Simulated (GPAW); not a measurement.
## Screening of a field by a 9-layer slab of Pt(110)

Wanted: the out-of-plane polarisability of a 9-layer slab of Pt(110).

Method: GPAW, PAW setups; slab in vacuum, relaxation, in the first sound run; inputs show where later runs differ, in GPAW 26.7.0.

Report form: the programs' logs are mostly left out.

### Step 1. Starting point

The cell holds 9 atoms: 9 Pt. Cell: a = 3.920 Å, b = 2.772 Å, c = 27.087 Å, α = 90.0°, β = 90.0°, γ = 90.0°. Vacuum lies along c.

### Step 2. Relaxation

The atoms are relaxed first, since the surface dipole, and with it the work function, follows the positions of the outer layers. The lowest 4 atoms are held at bulk positions and keep their forces.

run.py

```python
import json
import numpy as np
from ase import Atoms
from ase.constraints import FixAtoms
from ase.optimize import BFGS
from gpaw import GPAW, PW

slab = Atoms(
    ['Pt', 'Pt', 'Pt', 'Pt', 'Pt', 'Pt', 'Pt', 'Pt', 'Pt'],
    positions=[
        [0.00000, 0.00000, 8.00000],
        [1.96000, 1.38593, 9.38593],
        [0.00000, 0.00000, 10.77186],
        [1.96000, 1.38593, 12.15779],
        [0.00000, 0.00000, 13.54372],
        [1.96000, 1.38593, 14.92965],
        [0.00000, 0.00000, 16.31558],
        [1.96000, 1.38593, 17.70151],
        [0.00000, 0.00000, 19.08743]],
    cell=[[3.92, 0.0, 0.0], [0.0, 2.77186, 0.0], [0.0, 0.0, 27.08743]],
    pbc=[True, True, False])

slab.calc = GPAW(mode=PW(400), xc='PBE', kpts={'size': (8, 11, 1), 'gamma': True},
                 occupations={'name': 'fermi-dirac', 'width': 0.1}, nbands='160%',
                 convergence={'density': 1e-05}, maxiter=200,
                 poissonsolver={'dipolelayer': 'xy'},
                 symmetry={'tolerance': 1e-3, 'extra_ids': [1, 1, 1, 1, 0, 0, 0, 0, 0]}, txt='slab.txt')
result = {}
slab.set_constraint(FixAtoms([0, 1, 2, 3]))
path = []
opt = BFGS(slab, maxstep=0.2)
opt.attach(lambda: path.append((slab.get_potential_energy(), slab.positions.tolist(), slab.get_forces().tolist())))
result['relaxed'] = bool(opt.run(fmax=0.03, steps=40))
result['path'] = path
energy = slab.get_potential_energy()
fermi = slab.calc.get_fermi_level()
v = slab.calc.get_electrostatic_potential().mean((0, 1)) - fermi
n = slab.calc.get_pseudo_density().mean((0, 1))
L = slab.cell[2, 2]
z = np.arange(len(v)) * L / len(v)
low, high = slab.positions[:, 2].min(), slab.positions[:, 2].max()
below, above = np.interp([low - 5.8, high + 5.8], z, v)
slopes = [np.interp(x, z, np.gradient(v, z)) for x in (low - 5.8, high + 5.8)]
eps = np.array([[slab.calc.get_eigenvalues(k, s) for k in range(len(slab.calc.get_ibz_k_points()))]
                for s in range(slab.calc.get_number_of_spins())]) - fermi
top, bottom = eps[eps < 0].max(), eps[eps > 0].min()
dipole = slab.get_dipole_moment()[2]
print(f'energy {energy:.4f} eV, Fermi level {fermi:.4f} eV, dipole {dipole:.5f} e A')
print(f'potential 5.8 A off the faces, from the Fermi level: lower {below:.4f} eV, upper {above:.4f} eV')
print(f'slope of the potential there: lower {slopes[0]:.5f}, upper {slopes[1]:.5f} eV/A')
print(f'nearest levels on the mesh: {top:.4f} and {bottom:.4f} eV')
print('magnetic moment', round(slab.get_magnetic_moment(), 3))
result.update(energy=energy, fermi=fermi, dipole=dipole, below=below, above=above, slopes=slopes, edges=[top, bottom],
              z=z.tolist(), v=v.tolist(), n=n.tolist(), positions=slab.positions.tolist(),
              forces=slab.get_forces(apply_constraint=False).tolist(), moments=slab.get_magnetic_moments().tolist())
json.dump(result, open('result.json', 'w'))
```

Launch:

```console
OMP_NUM_THREADS=1 OPENBLAS_NUM_THREADS=1 python run.py
```

Elapsed: 62 min, on 1 thread of AMD EPYC 9R45, shared host; peak memory 0.56 GiB.

Relaxation path:

```csv
step,energy less that of the first step (eV),largest force (eV/Å)
1,0.0000,1.0744
2,-0.0176,0.9207
3,-0.0690,0.2654
4,-0.0720,0.2586
5,-0.0769,0.2419
6,-0.0818,0.2574
7,-0.0871,0.2393
8,-0.0911,0.2700
9,-0.0951,0.3013
10,-0.0993,0.2686
11,-0.1024,0.1547
12,-0.1038,0.0605
13,-0.1041,0.0505
14,-0.1043,0.0427
15,-0.1044,0.0283
```

The atoms that moved most (Å):

```csv
atom,dx,dy,dz,length
Pt8,0.000,0.000,0.248,0.248
Pt7,0.000,0.000,0.118,0.118
Pt9,0.000,0.000,0.102,0.102
Pt6,0.000,0.000,0.092,0.092
Pt5,0.000,0.000,0.059,0.059
```

The relaxed structure:

```
Pt
1.0
     3.92000    0.00000    0.00000
     0.00000    2.77186    0.00000
     0.00000    0.00000   27.08743
Pt
9
Direct
  0.00000 0.00000 0.29534
  0.50000 0.50000 0.34650
  0.00000 0.00000 0.39767
  0.50000 0.50000 0.44884
  0.00000 0.00000 0.50218
  0.50000 0.50000 0.55456
  0.00000 0.00000 0.60670
  0.50000 0.50000 0.66264
  0.00000 0.00000 0.70844
```

Numbers from this step:

```
dipole along the normal                    : 7.82e-4 e·Å
levels nearest the Fermi level on the mesh : -4.68e-4, 0.001655 eV from the Fermi level
upper work function                        : 5.297 eV
lower work function                        : 5.301 eV
```

The electrostatic potential energy of an electron (without an applied field's), less the Fermi level, planar mean oscillates, so the rows of the table below give means over windows of 1.41 Å about each position, cut where the curve ends. Its maxima inside the range that stand out by 2 % of the span (Å: eV): 8.7: -7.77, 10.1: -8.35, 11.5: -8.33, 12.9: -7.25, 14.3: -7.66, 15.7: -7.76, 17.2: -6.18, 18.5: -10.7. Its minima: 8.0: -14.9, 9.4: -15.9, 10.7: -16.0, 12.1: -15.9, 13.7: -15.7, 15.1: -15.8, 16.5: -15.6, 18.0: -16.1, 19.2: -15.5.

The electrostatic potential energy of an electron (without an applied field's), less the Fermi level, planar mean by z; means over each step:

z (Å), electrostatic potential energy of an electron (without an applied field's), less the Fermi level, planar mean (eV) and a bar from the least value:
```
     0.70        5.3 ##############################
     2.11        5.3 ##############################
     3.52        5.3 ##############################
     4.93        5.3 ##############################
     6.34        4.5 #############################
     7.75       -8.5 ######
     9.16      -11.8 
    10.57      -12.1 
    11.98      -11.9 
    13.39      -11.5 #
    14.80      -11.7 #
    16.21      -11.5 #
    17.62      -11.2 ##
    19.03      -11.9 
    20.44        2.8 ##########################
    21.85        5.2 ##############################
    23.26        5.3 ##############################
    24.67        5.3 ##############################
    26.08        5.3 ##############################
```

The pseudo valence density, planar mean oscillates, so the rows of the table below give means over windows of 1.41 Å about each position, cut where the curve ends. Its maxima inside the range that stand out by 2 % of the span (Å: e/Å³): 8.0: 1.52, 9.3: 1.54, 10.8: 1.54, 12.1: 1.56, 13.7: 1.54, 15.0: 1.53, 16.5: 1.54, 18.0: 1.57, 19.1: 1.48. Its minima: 8.7: 0.649, 10.2: 0.675, 11.5: 0.642, 12.8: 0.615, 14.3: 0.613, 15.8: 0.640, 17.1: 0.551, 18.6: 0.811.

Table of pseudo valence density, planar mean by z; means over each step:

```csv
z (Å),"pseudo valence density, planar mean (e/Å³)"
3.52,1.6e-5
4.93,7.0e-4
6.34,0.0397
7.75,0.886
9.16,1.05
10.57,1.06
11.98,1.05
13.39,1.03
14.80,1.04
16.21,1.04
17.62,1.00
19.03,1.08
20.44,0.125
21.85,0.00217
23.26,4.5e-5
```

The relaxation lowered the energy of the cell by 0.104 eV (energies extrapolated to zero smearing; the optimiser's log prints free energies). The largest force left on a free atom is 0.028 eV/Å.

### Step 3. The slab's potential

The work function is the vacuum plateau of the electrostatic potential less the Fermi level; a dipole layer lets the two faces have plateaus of their own.

This step: GPAW, PAW setups; slab in vacuum (GPAW 26.7.0).

run.py: that of step 2 with these lines changed.

```diff
@@ -3,4 +3,2 @@
 from ase import Atoms
-from ase.constraints import FixAtoms
-from ase.optimize import BFGS
 from gpaw import GPAW, PW
@@ -14,7 +12,7 @@
         [1.96000, 1.38593, 12.15779],
-        [0.00000, 0.00000, 13.54372],
-        [1.96000, 1.38593, 14.92965],
-        [0.00000, 0.00000, 16.31558],
-        [1.96000, 1.38593, 17.70151],
-        [0.00000, 0.00000, 19.08743]],
+        [0.00000, 0.00000, 13.60284],
+        [1.96000, 1.38593, 15.02159],
+        [0.00000, 0.00000, 16.43404],
+        [1.96000, 1.38593, 17.94911],
+        [0.00000, 0.00000, 19.18970]],
     cell=[[3.92, 0.0, 0.0], [0.0, 2.77186, 0.0], [0.0, 0.0, 27.08743]],
@@ -26,10 +24,4 @@
                  poissonsolver={'dipolelayer': 'xy'},
-                 symmetry={'tolerance': 1e-3, 'extra_ids': [1, 1, 1, 1, 0, 0, 0, 0, 0]}, txt='slab.txt')
+                 symmetry={'tolerance': 1e-3}, txt='slab.txt')
 result = {}
-slab.set_constraint(FixAtoms([0, 1, 2, 3]))
-path = []
-opt = BFGS(slab, maxstep=0.2)
-opt.attach(lambda: path.append((slab.get_potential_energy(), slab.positions.tolist(), slab.get_forces().tolist())))
-result['relaxed'] = bool(opt.run(fmax=0.03, steps=40))
-result['path'] = path
 energy = slab.get_potential_energy()
```

It took 8.7 min on 1 thread; peak memory 0.55 GiB.

Numbers from this step:

- dipole along the normal: 5.03e-4 e·Å
- levels nearest the Fermi level on the mesh: -4.68e-4, 0.001652 eV from the Fermi level

The electrostatic potential energy of an electron (without an applied field's), less the Fermi level, planar mean oscillates, so the rows of the table below give means over windows of 1.41 Å about each position, cut where the curve ends. Its maxima inside the range that stand out by 2 % of the span (Å: eV): 8.7: -7.77, 10.1: -8.35, 11.5: -8.33, 12.9: -7.25, 14.3: -7.66, 15.7: -7.76, 17.2: -6.18, 18.5: -10.7. Its minima: 8.0: -14.9, 9.4: -15.9, 10.7: -16.0, 12.1: -15.9, 13.7: -15.7, 15.1: -15.8, 16.5: -15.6, 18.0: -16.1, 19.2: -15.5.

Electrostatic potential energy of an electron (without an applied field's), less the Fermi level, planar mean against z; means over each step:

```csv
z (Å),"electrostatic potential energy of an electron (without an applied field's), less the Fermi level, planar mean (eV)"
0.70,5.30
2.11,5.30
3.52,5.30
4.93,5.28
6.34,4.49
7.75,-8.49
9.16,-11.8
10.57,-12.1
11.98,-11.9
13.39,-11.5
14.80,-11.7
16.21,-11.5
17.62,-11.2
19.03,-11.9
20.44,2.78
21.85,5.25
23.26,5.30
24.67,5.30
26.08,5.30
```

The pseudo valence density, planar mean oscillates, so the rows of the table below give means over windows of 1.41 Å about each position, cut where the curve ends. Its maxima inside the range that stand out by 2 % of the span (Å: e/Å³): 8.0: 1.52, 9.3: 1.54, 10.8: 1.54, 12.1: 1.56, 13.7: 1.54, 15.0: 1.53, 16.5: 1.54, 18.0: 1.57, 19.1: 1.48. Its minima: 8.7: 0.649, 10.2: 0.675, 11.5: 0.642, 12.8: 0.615, 14.3: 0.613, 15.8: 0.640, 17.1: 0.551, 18.6: 0.811.

Table of pseudo valence density, planar mean by z; means over each step:

z (Å), pseudo valence density, planar mean (e/Å³) and a bar:
```
     3.52       0.00 
     4.93       0.00 
     6.34       0.04 #
     7.75       0.89 #########################
     9.16       1.05 #############################
    10.57       1.06 ##############################
    11.98       1.05 #############################
    13.39       1.03 #############################
    14.80       1.04 #############################
    16.21       1.04 #############################
    17.62       1.00 ############################
    19.03       1.08 ##############################
    20.44       0.12 ###
    21.85       0.00 
    23.26       0.00
```

Force by atom:

```csv
atom,x (eV/Å),y (eV/Å),z (eV/Å),size
Pt1,0.00,0.00,0.37,0.37
Pt2,0.00,0.00,-1.07,1.07
Pt3,0.00,0.00,0.16,0.16
Pt4,0.00,0.00,0.55,0.55
Pt5,0.00,0.00,-0.02,0.02
Pt6,0.00,0.00,0.01,0.01
Pt7,0.00,0.00,-0.01,0.01
Pt8,0.00,0.00,-0.01,0.01
Pt9,0.00,0.00,0.03,0.03
```

The potential is flat to 1.8e-4 eV/Å where it is read, so the vacuum is wide enough.

### Step 4. In a field

A uniform field along the normal polarises the slab; the atoms stay fixed, so this is the electronic response alone.

run.py: that of step 3 with these lines changed.

```diff
@@ -4,2 +4,3 @@
 from gpaw import GPAW, PW
+from gpaw.external import ConstantElectricField
 
@@ -24,2 +25,3 @@
                  poissonsolver={'dipolelayer': 'xy'},
+                 external=ConstantElectricField(-0.2, [0, 0, 1]),
                  symmetry={'tolerance': 1e-3}, txt='slab.txt')
```

Wall time 14 min (1 thread); peak memory 0.78 GiB.

Numbers from this step:

```
dipole along the normal                                         : -0.1686 e·Å
levels nearest the Fermi level on the mesh                      : -8.14e-4, 0.001861 eV from the Fermi level
potential below the slab, the applied field's own ramp left out : 3.910 eV from the Fermi level
potential above the slab, the applied field's own ramp left out : 6.717 eV from the Fermi level
```

The electrostatic potential energy of an electron (without an applied field's), less the Fermi level, planar mean oscillates, so the rows of the table below give means over windows of 1.41 Å about each position, cut where the curve ends. Its maxima inside the range that stand out by 2 % of the span (Å: eV): 8.7: -8.74, 10.1: -9.04, 11.5: -8.74, 12.9: -7.38, 14.3: -7.51, 15.7: -7.32, 17.2: -5.44, 18.5: -9.68, 26.7: 6.72. Its minima: 8.0: -16.0, 9.4: -16.7, 10.7: -16.5, 12.1: -16.2, 13.7: -15.7, 15.1: -15.5, 16.5: -15.0, 18.0: -15.2, 19.2: -14.3.

The electrostatic potential energy of an electron (without an applied field's), less the Fermi level, planar mean by z; means over each step:

```csv
z (Å),"electrostatic potential energy of an electron (without an applied field's), less the Fermi level, planar mean (eV)"
0.70,4.10
2.11,3.91
3.52,3.91
4.93,3.89
6.34,3.14
7.75,-9.65
9.16,-12.7
10.57,-12.7
11.98,-12.2
13.39,-11.6
14.80,-11.4
16.21,-11.0
17.62,-10.4
19.03,-10.8
20.44,4.13
21.85,6.66
23.26,6.72
24.67,6.72
26.08,6.70
```

Force by atom:

```csv
atom,x (eV/Å),y (eV/Å),z (eV/Å),size
Pt1,0.00,0.00,0.38,0.38
Pt2,0.00,0.00,-1.07,1.07
Pt3,0.00,0.00,0.15,0.15
Pt4,0.00,0.00,0.55,0.55
Pt5,0.00,0.00,-0.02,0.02
Pt6,0.00,0.00,0.01,0.01
Pt7,0.00,0.00,-0.02,0.02
Pt8,0.00,0.00,-0.01,0.01
Pt9,0.00,0.00,0.04,0.04
```

The dipole is now -0.169 e Å, against 5.0e-4 in the run without a field.

### Step 5. Field on

run.py: that of step 4 with these lines changed.

```diff
@@ -25,3 +25,3 @@
                  poissonsolver={'dipolelayer': 'xy'},
-                 external=ConstantElectricField(-0.2, [0, 0, 1]),
+                 external=ConstantElectricField(-0.1, [0, 0, 1]),
                  symmetry={'tolerance': 1e-3}, txt='slab.txt')
```

Elapsed: 11 min, on 1 thread; peak memory 0.79 GiB.

Numbers from this step:

```
dipole along the normal                                         : -0.08440 e·Å
levels nearest the Fermi level on the mesh                      : -0.001068, 0.002071 eV from the Fermi level
potential below the slab, the applied field's own ramp left out : 4.602 eV from the Fermi level
potential above the slab, the applied field's own ramp left out : 6.007 eV from the Fermi level
```

The electrostatic potential energy of an electron (without an applied field's), less the Fermi level, planar mean oscillates, so the rows of the table below give means over windows of 1.41 Å about each position, cut where the curve ends. Its maxima inside the range that stand out by 2 % of the span (Å: eV): 8.7: -8.25, 10.1: -8.69, 11.5: -8.54, 12.9: -7.32, 14.3: -7.58, 15.7: -7.54, 17.2: -5.81, 18.5: -10.2, 26.7: 6.01. Its minima: 8.0: -15.4, 9.4: -16.3, 10.7: -16.3, 12.1: -16.0, 13.7: -15.7, 15.1: -15.6, 16.5: -15.3, 18.0: -15.7, 19.2: -14.9.

Table of electrostatic potential energy of an electron (without an applied field's), less the Fermi level, planar mean by z; means over each step:

z (Å), electrostatic potential energy of an electron (without an applied field's), less the Fermi level, planar mean (eV) and a bar from the least value:
```
     0.70        4.7 ############################
     2.11        4.6 ############################
     3.52        4.6 ############################
     4.93        4.6 ############################
     6.34        3.8 ##########################
     7.75       -9.1 #####
     9.16      -12.3 
    10.57      -12.4 
    11.98      -12.1 #
    13.39      -11.5 #
    14.80      -11.6 #
    16.21      -11.3 ##
    17.62      -10.8 ###
    19.03      -11.4 ##
    20.44        3.5 ##########################
    21.85        6.0 ##############################
    23.26        6.0 ##############################
    24.67        6.0 ##############################
    26.08        6.0 ##############################
```

Force by atom:

```csv
atom,x (eV/Å),y (eV/Å),z (eV/Å),size
Pt1,0.00,0.00,0.38,0.38
Pt2,0.00,0.00,-1.07,1.07
Pt3,0.00,0.00,0.15,0.15
Pt4,0.00,0.00,0.56,0.56
Pt5,0.00,0.00,-0.02,0.02
Pt6,0.00,0.00,0.01,0.01
Pt7,0.00,0.00,-0.01,0.01
Pt8,0.00,0.00,-0.01,0.01
Pt9,0.00,0.00,0.04,0.04
```

The dipole is now -0.0844 e Å, against 5.0e-4 in the run without a field.

### Step 6. In a field

run.py: that of step 5 with these lines changed.

```diff
@@ -25,3 +25,3 @@
                  poissonsolver={'dipolelayer': 'xy'},
-                 external=ConstantElectricField(-0.1, [0, 0, 1]),
+                 external=ConstantElectricField(-0.05, [0, 0, 1]),
                  symmetry={'tolerance': 1e-3}, txt='slab.txt')
```

It took 17 min on 1 thread; peak memory 0.79 GiB.

The electrostatic potential energy of an electron (without an applied field's), less the Fermi level, planar mean oscillates, so the rows of the table below give means over windows of 1.41 Å about each position, cut where the curve ends. Its maxima inside the range that stand out by 2 % of the span (Å: eV): 8.7: -8.01, 10.1: -8.52, 11.5: -8.43, 12.9: -7.29, 14.3: -7.62, 15.7: -7.65, 17.2: -6.00, 18.5: -10.4. Its minima: 8.0: -15.2, 9.4: -16.1, 10.7: -16.1, 12.1: -15.9, 13.7: -15.7, 15.1: -15.7, 16.5: -15.4, 18.0: -15.9, 19.2: -15.2.

The electrostatic potential energy of an electron (without an applied field's), less the Fermi level, planar mean by z; means over each step:

```csv
z (Å),"electrostatic potential energy of an electron (without an applied field's), less the Fermi level, planar mean (eV)"
0.70,5.00
2.11,4.95
3.52,4.95
4.93,4.94
6.34,4.15
7.75,-8.78
9.16,-12.0
10.57,-12.3
11.98,-12.0
13.39,-11.5
14.80,-11.6
16.21,-11.4
17.62,-11.0
19.03,-11.6
20.44,3.12
21.85,5.60
23.26,5.65
24.67,5.65
26.08,5.65
```

### Step 7. In a field

run.py: that of step 6 with these lines changed.

```diff
@@ -25,3 +25,3 @@
                  poissonsolver={'dipolelayer': 'xy'},
-                 external=ConstantElectricField(-0.05, [0, 0, 1]),
+                 external=ConstantElectricField(0.05, [0, 0, 1]),
                  symmetry={'tolerance': 1e-3}, txt='slab.txt')
```

Wall time 16 min (1 thread); peak memory 0.79 GiB.

The electrostatic potential energy of an electron (without an applied field's), less the Fermi level, planar mean oscillates, so the rows of the table below give means over windows of 1.41 Å about each position, cut where the curve ends. Its maxima inside the range that stand out by 2 % of the span (Å: eV): 8.7: -7.52, 10.1: -8.17, 11.5: -8.23, 12.9: -7.22, 14.3: -7.70, 15.7: -7.87, 17.2: -6.37, 18.5: -10.9. Its minima: 8.0: -14.6, 9.4: -15.7, 10.7: -15.8, 12.1: -15.8, 13.7: -15.7, 15.1: -15.8, 16.5: -15.7, 18.0: -16.3, 19.2: -15.7.

Table of electrostatic potential energy of an electron (without an applied field's), less the Fermi level, planar mean by z; means over each step:

```csv
z (Å),"electrostatic potential energy of an electron (without an applied field's), less the Fermi level, planar mean (eV)"
0.70,5.60
2.11,5.65
3.52,5.65
4.93,5.63
6.34,4.83
7.75,-8.21
9.16,-11.6
10.57,-12.0
11.98,-11.8
13.39,-11.5
14.80,-11.8
16.21,-11.7
17.62,-11.4
19.03,-12.2
20.44,2.45
21.85,4.89
23.26,4.94
24.67,4.94
26.08,4.95
```

### Step 8. In a field

run.py: that of step 7 with these lines changed.

```diff
@@ -25,3 +25,3 @@
                  poissonsolver={'dipolelayer': 'xy'},
-                 external=ConstantElectricField(0.05, [0, 0, 1]),
+                 external=ConstantElectricField(0.1, [0, 0, 1]),
                  symmetry={'tolerance': 1e-3}, txt='slab.txt')
```

Run time: 13 min. Hardware: 1 thread; peak memory 0.81 GiB.

The dipole is now 0.0846 e Å, against 5.0e-4 in the run without a field.

### Step 9. Field on

run.py: that of step 8 with these lines changed.

```diff
@@ -25,3 +25,3 @@
                  poissonsolver={'dipolelayer': 'xy'},
-                 external=ConstantElectricField(0.1, [0, 0, 1]),
+                 external=ConstantElectricField(0.2, [0, 0, 1]),
                  symmetry={'tolerance': 1e-3}, txt='slab.txt')
```

It took 15 min on 1 thread; peak memory 0.8 GiB.

The dipole is now 0.169 e Å, against 5.0e-4 in the run without a field.

(Part 1 of 2 ends here.)

[Logs are printed without paths, hosts, clocks, repeated set-up lines and the standing remarks that a program may print on its own settings, such as how far it seeks lower states.]

[Hosts, paths, dates, database ids (printed as entryN), source tags and the programs' standing remarks are cut or masked in the printed files.]
